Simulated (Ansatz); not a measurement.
# Work function of Mo(110): what the settings cost and change

Aim: the numerical settings behind the work function of Mo(110), with the cost of each.

Calculated with Ansatz 0.2.0; plane-wave DFT, PBE, Ansatz PAW.

The experiments to compare with:

“Anisotropic work function of elemental crystals” (2019, arxiv:1902.07811) quotes from earlier work for Mo (clean (110) face, a compiled value): work function (clean (110) face, a compiled value) 4.95 eV.

**1. The structure**

The cell holds 7 atoms: 7 Mo. Its edges and angles: a = 2.728 Å, b = 2.728 Å, c = 31.364 Å, α = 90.0°, β = 90.0°, γ = 70.5°. Vacuum lies along c.

Structure file:

```cif
data_structure
_symmetry_space_group_name_H-M 'P 1'
_symmetry_Int_Tables_number 1
_cell_length_a 2.7280
_cell_length_b 2.7280
_cell_length_c 31.3643
_cell_angle_alpha 90.000
_cell_angle_beta 90.000
_cell_angle_gamma 70.529
_cell_volume 220.06
loop_
_atom_site_label
_atom_site_type_symbol
_atom_site_fract_x
_atom_site_fract_y
_atom_site_fract_z
_atom_site_occupancy
Mo1 Mo 0.00000 0.00000 0.28695 1
Mo2 Mo 0.50000 0.50000 0.35797 1
Mo3 Mo 0.00000 0.00000 0.42898 1
Mo4 Mo 0.50000 0.50000 0.50000 1
Mo5 Mo 0.00000 0.00000 0.57102 1
Mo6 Mo 0.50000 0.50000 0.64203 1
Mo7 Mo 0.00000 0.00000 0.71305 1
```

**2. Slab, setting cutoff 200 eV**

A work function rests on the faint tail of the density, so the SCF threshold is tight. The cutoff is raised first; then mesh and smearing are varied at the default cutoff.

File input.yaml:

```yaml
crystal:
  lattice:
    - [2.2273863607, -1.575, 0.0]
    - [2.2273863607, 1.575, 0.0]
    - [0.0, 0.0, 31.3643181644]
  atoms:
    - { symbol: Mo, position: [0.0, 0.0, 0.2869502838] }
    - { symbol: Mo, position: [0.5, 0.5, 0.3579668559] }
    - { symbol: Mo, position: [0.0, 0.0, 0.4289834279] }
    - { symbol: Mo, position: [0.5, 0.5, 0.5] }
    - { symbol: Mo, position: [0.0, 0.0, 0.5710165721] }
    - { symbol: Mo, position: [0.5, 0.5, 0.6420331441] }
    - { symbol: Mo, position: [0.0, 0.0, 0.7130497162] }
kpoints:
  mp_grid: { grid: [16, 16, 1] }
hamiltonian:
  xc: pbe
scf:
  occupations: { method: fermi_dirac, width: 0.1 }
  convergence: { dr2_threshold: 1.0e-09 }
efield:
  axis: 3
  dipole_correction: true
  ramp_position: 0.97
  ramp_width: 0.06
basis:
  ecutwfc: "200 eV"
output:
  write_potential: true
  write_density: true
  volumetric_format: npy
  elf: true
```

Started as:

```console
> ansatz run input.yaml --threads 2 --pin off --max-ram 3072MiB --backend cpu --events-out ev --progress --plain --runs-dir out
```

Numbers of over 12 decimals in the logs are rounded to 6 here.

The log of the run:

```text
Warning: basis.ecutwfc = 200 eV is below the records' recommended 420 eV, and the density's cutoff is lower with it unless basis.ecutrho_ratio is high enough to keep the records' density cutoff: compare with a run at a higher cutoff
Engine: ansatz 0.2.0, x86_64-unknown-linux-gnu
Pseudopotentials: kind: paw
Pseudopotential: Mo, paw, valence charge 14, recommended cutoff 420 eV (normal), Mo.paw.azcp
Functional definition: PBE
  parameter kappa = 0.804
  parameter beta = 0.066725
  exchange = pbe_x(kappa = kappa, mu = beta*pi^2/3)
  correlation = pbe_c(beta = beta)
Crystal: 7 atoms, lattice volume = 220.060 Å³
Basis set: ecut = 200 eV, 1367 PW (Γ)
Bands: 59, of which v1, the nominal top of the filled ones, is band 49 counted from 1 (48 counted from 0)
Symmetry: 4 space group operations
k-points: 73 of 256
Non-local potential: Mo, projectors of the file, l = 0: 3, l = 1: 2, l = 2: 2, l = 3: 1
PAW form: soft (Blöchl's): semilocal exchange-correlation on the pseudo side does not see the compensation charge
PAW one-centre angular grid: Mo, 590 points (default); XC on 64 Gauss nodes
Initial density: superposition of atomic densities (neutral atoms: chi_scale 0, normalization atom), corrected by the library's trained network
Initial wavefunctions: pseudopotential atomic-orbital guess
Functional: x = pbe(κ = 0.804, μ = 0.219515), c = pbe(β = 0.066725)
SCF iter   1: F=—  HF=-34665.017115 eV  |F-HF|=—  |Δ(HF+E_count)|=         —  Δρ=5.11e-2  dr2=3.05e0  ethr=1.77e-3  p=0.000 e·Å  D=1.19e-13 V/Å  ΔV_dip=-0.00 eV  dr2_dipole=3.06e-7  V_vac-E_F(+/−)=4.47/4.47 eV  ⟨swp⟩=7.6  Hψ=41949  notcnv=0  defer=58
efield: sawtooth ramp at fractional position 0.9700 (set: `efield.ramp_position`, or a place that a band, a saddle search or an elastic batch's reference lends), width 0.0600; the density the first Hamiltonian is built on has a dipole p = 0.000 e·Å; the dipole correction subtracts the counter field D = 1.19e-13 V/Å, which shifts the + side's vacuum level by -0.00 eV against the − side's; the planar-averaged density in the ramp window peaks in size at 2.3e-5 e/Å³
automatic band count: the SCF goes on with 69 bands, as 59 were too few: the levels above may hold too much charge
preconditioner: auto → LDOS  [metal: Δε(μ)=0.013 eV  Ē_g=5.422 eV  σ=0.100 eV  W_gap=0.03  n_scr=22 (ndim 8)  ℏωp=16.2 eV  f_vac=0.453  D(μ)=5.43/eV (n_scr^D=20)  β→1.0]
SCF iter   2: F=—  HF=-34664.215913 eV  |F-HF|=—  |Δ(HF+E_count)|=   8.01e-1  Δρ=2.43e-2  dr2=1.28e0  ethr=1.77e-3  p=-0.000 e·Å  D=-2.51e-6 V/Å  ΔV_dip=0.00 eV  dr2_dipole=2.89e-7  V_vac-E_F(+/−)=4.92/4.93 eV  ⟨swp⟩=3.0  Hψ=11698  notcnv=0  defer=156
SCF iter   3: F=—  HF=-34663.707444 eV  |F-HF|=—  |Δ(HF+E_count)|=   5.08e-1  Δρ=1.93e-3  dr2=5.51e-3  ethr=1.31e-3  p=-0.000 e·Å  D=-2.08e-6 V/Å  ΔV_dip=0.00 eV  dr2_dipole=4.79e-8  V_vac-E_F(+/−)=4.81/4.81 eV  ⟨swp⟩=2.5  Hψ=9853  notcnv=0  defer=156
SCF iter   4: F=—  HF=-34663.704638 eV  |F-HF|=—  |Δ(HF+E_count)|=   2.81e-3  Δρ=5.03e-4  dr2=1.24e-3  ethr=5.62e-6  p=-0.000 e·Å  D=-4.64e-6 V/Å  ΔV_dip=0.00 eV  dr2_dipole=2.58e-10  V_vac-E_F(+/−)=4.82/4.82 eV  ⟨swp⟩=3.3  Hψ=9824  notcnv=0  defer=145
SCF iter   5: F=—  HF=-34663.704426 eV  |F-HF|=—  |Δ(HF+E_count)|=   2.12e-4  Δρ=1.34e-4  dr2=7.27e-5  ethr=1.27e-6  p=-0.000 e·Å  D=-2.47e-6 V/Å  ΔV_dip=0.00 eV  dr2_dipole=9.94e-10  V_vac-E_F(+/−)=4.83/4.83 eV  ⟨swp⟩=2.4  Hψ=7517  notcnv=0  defer=145
SCF iter   6: F=—  HF=-34663.704421 eV  |F-HF|=—  |Δ(HF+E_count)|=   5.80e-6  Δρ=3.60e-5  dr2=5.19e-6  ethr=7.42e-8  p=-0.000 e·Å  D=-6.71e-7 V/Å  ΔV_dip=0.00 eV  dr2_dipole=3.63e-11  V_vac-E_F(+/−)=4.83/4.83 eV  ⟨swp⟩=3.0  Hψ=9257  notcnv=0  defer=145
SCF iter   7: F=—  HF=-34663.704420 eV  |F-HF|=—  |Δ(HF+E_count)|=   6.41e-7  Δρ=1.31e-5  dr2=5.03e-7  ethr=5.30e-9  p=-0.000 e·Å  D=-2.40e-7 V/Å  ΔV_dip=0.00 eV  dr2_dipole=4.97e-12  V_vac-E_F(+/−)=4.83/4.83 eV  ⟨swp⟩=2.8  Hψ=9087  notcnv=0  defer=145
SCF iter   8: F=—  HF=-34663.704420 eV  |F-HF|=—  |Δ(HF+E_count)|=   3.37e-7  Δρ=4.52e-6  dr2=1.50e-7  ethr=5.14e-10  p=-0.000 e·Å  D=-3.38e-8 V/Å  ΔV_dip=0.00 eV  dr2_dipole=1.51e-12  V_vac-E_F(+/−)=4.83/4.83 eV  ⟨swp⟩=3.2  Hψ=9980  notcnv=0  defer=145
SCF iter   9: F=—  HF=-34663.704420 eV  |F-HF|=—  |Δ(HF+E_count)|=   3.14e-9  Δρ=1.66e-6  dr2=1.40e-8  ethr=1.53e-10  p=-0.000 e·Å  D=-8.17e-9 V/Å  ΔV_dip=0.00 eV  dr2_dipole=1.59e-13  V_vac-E_F(+/−)=4.83/4.83 eV  ⟨swp⟩=2.8  Hψ=8521  notcnv=0  defer=145
SCF iter  10: F=—  HF=-34663.704420 eV  |F-HF|=—  |Δ(HF+E_count)|=  6.98e-10  Δρ=6.29e-7  dr2=1.88e-9  ethr=1.42e-11  p=0.000 e·Å  D=6.95e-9 V/Å  ΔV_dip=-0.00 eV  dr2_dipole=7.08e-14  V_vac-E_F(+/−)=4.83/4.83 eV  ⟨swp⟩=2.6  Hψ=8296  notcnv=0  defer=145
SCF iter  11: F=-34663.704420 eV  HF=-34663.704420 eV  |F-HF|=3.78e-10  |Δ(HF+E_count)|=  7.06e-10  Δρ=2.22e-7  dr2=2.18e-10  ethr=1.02e-12  p=-0.000 e·Å  D=-4.45e-9 V/Å  ΔV_dip=0.00 eV  dr2_dipole=2.70e-14  V_vac-E_F(+/−)=4.83/4.83 eV  ⟨swp⟩=9.3  Hψ=13855  notcnv=0
WARN: efield: at this solve's end the planar-averaged density reaches 3.70e-5 e/Å³ inside the ramp window [0.9381, 0.0619] (bound 1e-5 e/Å³), and 3.09e-5 e/Å³ on another of its planes; the window's nearer edge stands 7.06 Å from this solve's nearest atom along the axis. Its work functions, free energy, forces, stress, dipole, levels and responses can be off, and this figure does not tell by how much. A short vacuum, a low `basis.ecutwfc` or `basis.ecutrho_ratio` and negative occupations (`scf.occupations.method`) can put density there. See the manual's quickstart, § The vacuum guard
SCF 1 converged in 11 iterations: F = -34663.704420 eV  dr2 = 2.18e-10
  greatest PAW one-centre occupation: 1.028 electrons in one spin orbital (limit 2), on the Mo atom at site 6 (counted from 0), in its partial waves of l = 1
WARN: The output density's exchange-correlation potential varies sharply where the density is thin. Do not read a vacuum level from v_tot or v_xc, or from such a field of the output density. On a cell that repeats whose density bears no net charge and no dipole along the vacuum's axis use v_es (v_loc + v_h of the components); under efield.dipole_correction with no amplitude use v_es + v_field, which holds any externa [...]
SCF converged after 11 iterations
Free energy (F): -34663.704420 eV
Harris-Foulkes:  -34663.704420 eV  (|F-HF|=3.78e-10)
Internal energy: -34663.517809 eV  (E = F + TS)
E sigma→0 (E₀):  -34663.611115 eV
Entropy (-TS):   -0.186611 eV (-26.659 meV/atom)
Fermi energy:    8.230570 eV
Dipole field:    D = 0.000000 V/Å  (p = 0.000000 e·Å, saw-weighted, corrected)
Work function:   Φ+ = 4.8303 eV (in doubt: plateau slope 1.3e-2 eV/Å)   Φ− = 4.8323 eV (in doubt: plateau slope 1.1e-2 eV/Å)
Levels:          The Fermi level and band energies are counted from a zero that moves with the ramp; work functions are not
Vacuum region:   at the solve's end the planar-averaged density reaches 3.70e-5 e/Å³ inside the ramp window [0.9381, 0.0619] (bound 1e-5 e/Å³), and 3.09e-5 e/Å³ on another of its planes
--- Per-component energies (eV) ---
  E_band       = -1683.072394
  E_kinetic    = 3091.985942
  E_local      = -171158.560382  (includes V_loc(G=0)·N_el)
  E_nonlocal   = 949.059863
  E_hartree    = 84009.533188
  E_xc         = -1283.563664
  E_vxc        = -1602.412757  (∫ρ·V_xc dr)
  E_paw        = -22384.608882  (= ΣΔE_a)
  E_vpaw       = -982.215479  (= ΣTr[D̂ρ^β])
  E_aug_tail   = 0.002020  (compensation charges beyond the density's cutoff)
  E_efield     = 0.000000  (sawtooth field / dipole correction)
  E_vefield    = 0.000000  (∫n·V_field dr)
  E_ewald      = 72112.634106
  E_smearing   = -0.186611  (= −TS)
  E_closure    = 0.000000  (closes the sum)
  Σ components = -34663.704420   (vs F -34663.704420, Δ=0.00e0)
--- Band table (eV; the first three rows and the last of 73) ---
  k-point 0: bands = [... 45 lower, 7.1236, 7.1624, 7.3452, 7.6827, 8.0474, 8.3893, 8.9411, 9.3878, ... 16 higher]
  k-point 1: bands = [... 45 lower, 7.0719, 7.2530, 7.3884, 7.8137, 7.8826, 8.6205, 8.6554, 9.1332, ... 16 higher]
  k-point 2: bands = [... 45 lower, 6.8288, 7.2271, 7.3493, 7.5652, 7.9230, 8.2746, 8.3493, 9.0443, ... 16 higher]
  k-point 72: bands = [... 45 lower, 8.5667, 8.6316, 8.9835, 9.0585, 9.4192, 9.4382, 9.6574, 10.3578, ... 16 higher]
```

The job ended after 34 s (2 threads of Intel Xeon 6975P-C (Granite Rapids), shared host; peak memory 0.67 GiB; 67 s of CPU time).

Numbers from this step:

```yaml
energy_at_zero_smearing: -34663.6111 eV
work_function_upper_face: 4.830 eV
```

Running mean over 2.227 Å of the planar mean; the ramp of the sawtooth is left out. Table of electron's electrostatic potential energy less the Fermi level by z:

```csv
z (Å),electron's electrostatic potential energy less the Fermi level (eV)
4,4.79
5,4.74
6,4.57
7,3.16
8,-6.05
9,-12.6
10,-12.8
11,-13.0
12,-13.0
13,-13.0
14,-12.9
15,-12.9
16,-12.9
17,-12.9
18,-13.0
19,-13.0
20,-13.0
21,-12.9
22,-12.7
23,-9.96
24,1.07
25,4.36
26,4.71
27,4.77
28,4.80
```

Valence density in the ca plane at fractional y = 0.000, with atoms of Mo within 0.2 Å of it. It is the smooth field of the valence electrons, not physical close to the nuclei.

Ten even steps from '0' (0.0 e/Å³) to '9' (6.3 e/Å³), each cell a mean:
```
00014897200000002798300000001699510000000000
00002453100000001354100000000255200000000000
00000111000000000111000000000011000000000000
00000000000000000000000000000000000000000000
00000000000000000000000000000000000000000000
00001232000000000232100000000133100000000000
00003785100000002586200000001477400000000000
00015998200000003899410000001699610000000000
```
Columns run along c (16.0 Å, from fractional 0.36 to 0.87 of the cell), rows up along a (2.7 Å). Atoms in or near the plane, at fractional coordinates: Mo at (0.43, 0.00), Mo at (0.57, 0.00), Mo at (0.71, 0.00).

Electrostatic potential energy in the ca plane at fractional y = 0.000, with atoms of Mo within 0.2 Å of it. With pseudopotentials it is smooth inside the atoms' cores, unlike the true potential.

Ten even steps from '0' (-73 eV) to '9' (13 eV), each cell a mean:
```
99984001689999985100489999997200279999999999
99986334799999997424689999998533589999999999
99998778899999998777899999999877899999999999
99999889999999999988999999999988999999999999
99999888999999999888999999999888899999999999
99997556899999998655799999998755789999999999
99985103689999986202589999997311479999999999
99973001589999985000379999986100268999999999
```
Columns run along c (16.0 Å, from fractional 0.36 to 0.87 of the cell; values clipped at the 3rd and 97th percentile), rows up along a (2.7 Å). Atoms in or near the plane, at fractional coordinates: Mo at (0.43, 0.00), Mo at (0.57, 0.00), Mo at (0.71, 0.00).

ELF in the ca plane at fractional y = 0.000, with atoms of Mo within 0.2 Å of it. It is the smooth field of the valence electrons, not physical close to the nuclei.

Values, 5 rows by 16 columns, each cell a mean:
```
0.37 0.45 0.65 0.33 0.35 0.33 0.64 0.46 0.37 0.37 0.46 0.66 0.16 0.02 0.00 0.00
0.36 0.29 0.37 0.35 0.32 0.36 0.36 0.29 0.37 0.35 0.30 0.39 0.18 0.05 0.00 0.00
0.38 0.36 0.30 0.41 0.35 0.41 0.31 0.35 0.39 0.36 0.34 0.33 0.28 0.07 0.00 0.00
0.35 0.32 0.51 0.32 0.31 0.33 0.49 0.33 0.36 0.35 0.34 0.53 0.14 0.04 0.00 0.00
0.38 0.48 0.61 0.35 0.37 0.35 0.61 0.50 0.38 0.39 0.49 0.63 0.19 0.02 0.00 0.00
```
Columns run along c (16.0 Å, from fractional 0.36 to 0.87 of the cell), rows up along a (2.7 Å). Atoms in or near the plane, at fractional coordinates: Mo at (0.43, 0.00), Mo at (0.57, 0.00), Mo at (0.71, 0.00).

The work function is 4.830 eV. The program marks this work function as in doubt.

**3. Run**

input.yaml: that of step 2 with these lines changed.

```diff
@@ -26,3 +26,3 @@
 basis:
-  ecutwfc: "200 eV"
+  ecutwfc: "300 eV"
 output:
@@ -31,2 +31 @@
   volumetric_format: npy
-  elf: true
```

The log of the run:

```text
[...]
Crystal: 7 atoms, lattice volume = 220.060 Å³
Basis set: ecut = 300 eV, 2587 PW (Γ)
Bands: 59, of which v1, the nominal top of the filled ones, is band 49 counted from 1 (48 counted from 0)
Symmetry: 4 space group operations
k-points: 73 of 256
[...]
k-point 0: bands = [... 45 lower, 6.8553, 7.0379, 7.1759, 7.5629, 8.0478, 8.4155, 8.9001, 9.3384, ... 16 higher]
  k-point 1: bands = [... 45 lower, 6.9108, 7.0174, 7.1441, 7.7104, 7.8211, 8.5772, 8.5944, 9.0680, ... 16 higher]
  k-point 2: bands = [... 45 lower, 6.6679, 7.2044, 7.2694, 7.5299, 7.8683, 8.2061, 8.2792, 8.9717, ... 16 higher]
  k-point 72: bands = [... 45 lower, 8.6073, 8.6836, 9.0696, 9.1535, 9.3478, 9.5155, 9.7187, 10.4892, ... 16 higher]
[key lines of the parts left out:]
SCF converged after 10 iterations
Free energy (F): -34689.368278 eV
Fermi energy:    8.223196 eV
Dipole field:    D = -0.000000 V/Å  (p = -0.000000 e·Å, saw-weighted, corrected)
Work function:   Φ+ = 4.6623 eV   Φ− = 4.6623 eV
```

The job ended after 53 s (2 threads; peak memory 0.95 GiB; 1.7 min of CPU time).

The work function is 4.662 eV, -0.168 eV from the run “cutoff 200 eV”, at 1.6 times its CPU time.

**4. Slab**

input.yaml: that of step 3 with these lines changed.

```diff
@@ -26,3 +26,3 @@
 basis:
-  ecutwfc: "300 eV"
+  ecutwfc: "420 eV"
 output:
```

The log of the run:

```text
[...]
Crystal: 7 atoms, lattice volume = 220.060 Å³
Basis set: ecut = 420 eV, 4371 PW (Γ)
Bands: 59, of which v1, the nominal top of the filled ones, is band 49 counted from 1 (48 counted from 0)
Symmetry: 4 space group operations
k-points: 73 of 256
[...]
k-point 0: bands = [... 45 lower, 6.8548, 7.0373, 7.1763, 7.5641, 8.0464, 8.4148, 8.8963, 9.3432, ... 16 higher]
  k-point 1: bands = [... 45 lower, 6.9117, 7.0181, 7.1448, 7.7104, 7.8200, 8.5766, 8.5913, 9.0619, ... 16 higher]
  k-point 2: bands = [... 45 lower, 6.6697, 7.2045, 7.2704, 7.5295, 7.8670, 8.2054, 8.2732, 8.9712, ... 16 higher]
  k-point 72: bands = [... 45 lower, 8.6060, 8.6828, 9.0701, 9.1538, 9.3434, 9.5163, 9.7214, 10.4854, ... 16 higher]
[key lines of the parts left out:]
SCF converged after 10 iterations
Free energy (F): -34689.733291 eV
Fermi energy:    8.222897 eV
Dipole field:    D = 0.000000 V/Å  (p = 0.000001 e·Å, saw-weighted, corrected)
Work function:   Φ+ = 4.6599 eV   Φ− = 4.6599 eV
```

It took 87 s on 2 threads; peak memory 1.3 GiB.

The work function is 4.660 eV, -0.170 eV from the run “cutoff 200 eV”, at 2.6 times its CPU time.

**5. Run**

input.yaml: that of step 4 with these lines changed.

```diff
@@ -26,3 +26,3 @@
 basis:
-  ecutwfc: "420 eV"
+  ecutwfc: "600 eV"
 output:
```

The log of the run:

```text
[...]
Crystal: 7 atoms, lattice volume = 220.060 Å³
Basis set: ecut = 600 eV, 7439 PW (Γ)
Bands: 59, of which v1, the nominal top of the filled ones, is band 49 counted from 1 (48 counted from 0)
Symmetry: 4 space group operations
k-points: 73 of 256
[...]
k-point 0: bands = [... 45 lower, 6.8547, 7.0373, 7.1760, 7.5640, 8.0461, 8.4148, 8.8959, 9.3433, ... 16 higher]
  k-point 1: bands = [... 45 lower, 6.9116, 7.0179, 7.1447, 7.7103, 7.8197, 8.5765, 8.5910, 9.0615, ... 16 higher]
  k-point 2: bands = [... 45 lower, 6.6697, 7.2043, 7.2703, 7.5294, 7.8668, 8.2052, 8.2729, 8.9711, ... 16 higher]
  k-point 72: bands = [... 45 lower, 8.6060, 8.6827, 9.0700, 9.1538, 9.3433, 9.5162, 9.7215, 10.4853, ... 16 higher]
[key lines of the parts left out:]
SCF converged after 10 iterations
Free energy (F): -34689.740949 eV
Fermi energy:    8.222774 eV
Dipole field:    D = 0.000000 V/Å  (p = 0.000000 e·Å, saw-weighted, corrected)
Work function:   Φ+ = 4.6600 eV   Φ− = 4.6600 eV
```

The job ended after 2.6 min (2 threads; peak memory 2 GiB).

The work function is 4.660 eV, +0.000 eV from the run “cutoff 420 eV”, at 1.8 times its CPU time.

**6. Slab**

input.yaml: that of step 5 with these lines changed.

```diff
@@ -14,3 +14,3 @@
 kpoints:
-  mp_grid: { grid: [16, 16, 1] }
+  mp_grid: { grid: [3, 3, 1] }
 hamiltonian:
@@ -25,4 +25,2 @@
   ramp_width: 0.06
-basis:
-  ecutwfc: "600 eV"
 output:
```

The log of the run:

```text
[...]
Crystal: 7 atoms, lattice volume = 220.060 Å³
Basis set: ecut = 420 eV, 4371 PW (Γ)
Bands: 59, of which v1, the nominal top of the filled ones, is band 49 counted from 1 (48 counted from 0)
Symmetry: 4 space group operations
k-points: 4 of 9
[...]
k-point 0: bands = [... 45 lower, 6.6590, 6.7389, 7.0762, 7.2946, 7.9875, 8.1879, 8.8460, 8.9023, ... 6 higher]
  k-point 1: bands = [... 45 lower, 6.9721, 7.0201, 7.8264, 7.8522, 8.7958, 9.1345, 9.2385, 9.2527, ... 6 higher]
  k-point 2: bands = [... 45 lower, 7.9122, 8.0110, 8.1957, 8.2374, 8.5347, 8.6193, 8.6865, 8.7461, ... 6 higher]
  k-point 3: bands = [... 45 lower, 6.6349, 7.2592, 7.8886, 7.8925, 8.0558, 8.5278, 8.8270, 9.2737, ... 6 higher]
[key lines of the parts left out:]
SCF converged after 11 iterations
Free energy (F): -34688.362151 eV
Fermi energy:    8.187614 eV
Dipole field:    D = -0.000000 V/Å  (p = -0.000000 e·Å, saw-weighted, corrected)
Work function:   Φ+ = 4.9313 eV   Φ− = 4.9313 eV
```

It took 5.3 s on 2 threads; peak memory 0.48 GiB.

The work function is 4.931 eV, +0.271 eV from the run “cutoff 420 eV”, at 0.050 times its CPU time.

**7. Run**

input.yaml: that of step 6 with these lines changed.

```diff
@@ -14,3 +14,3 @@
 kpoints:
-  mp_grid: { grid: [3, 3, 1] }
+  mp_grid: { grid: [5, 5, 1] }
 hamiltonian:
```

The log of the run:

```text
[...]
Crystal: 7 atoms, lattice volume = 220.060 Å³
Basis set: ecut = 420 eV, 4371 PW (Γ)
Bands: 59, of which v1, the nominal top of the filled ones, is band 49 counted from 1 (48 counted from 0)
Symmetry: 4 space group operations
k-points: 9 of 25
[...]
k-point 0: bands = [... 45 lower, 6.9044, 7.0650, 7.1918, 7.6067, 8.0541, 8.4587, 8.9092, 9.4067, ... 16 higher]
  k-point 1: bands = [... 45 lower, 6.6202, 6.8306, 7.2093, 7.3160, 8.1518, 8.2204, 8.7204, 9.1855, ... 16 higher]
  k-point 2: bands = [... 45 lower, 7.8198, 8.2117, 8.7744, 9.0325, 9.3496, 9.6894, 9.8105, 9.8227, ... 16 higher]
  k-point 8: bands = [... 45 lower, 7.4121, 8.3681, 8.8445, 9.0143, 9.3815, 9.8306, 9.8352, 10.0657, ... 16 higher]
[key lines of the parts left out:]
SCF converged after 10 iterations
Free energy (F): -34689.971992 eV
Fermi energy:    8.261587 eV
Dipole field:    D = -0.000000 V/Å  (p = -0.000000 e·Å, saw-weighted, corrected)
Work function:   Φ+ = 4.5839 eV   Φ− = 4.5839 eV
```

The job ended after 12 s (2 threads; peak memory 0.56 GiB).

The work function is 4.584 eV, -0.076 eV from the run “cutoff 420 eV”, at 0.13 times its CPU time.

(Continued in part 2 of 2.)

[Logs are printed without paths, hosts, clocks, repeated set-up lines and the standing remarks that a program may print on its own settings, such as how far it seeks lower states.]

[Hosts, paths, dates, database ids (printed as entryN), source tags and the programs' standing remarks are cut or masked in the printed files.]

[Maps of the electrostatic potential energy from Ansatz leave out the sawtooth potential of an applied field or a dipole correction, so their vacuum need not be flat; planar profiles and work functions include it.]
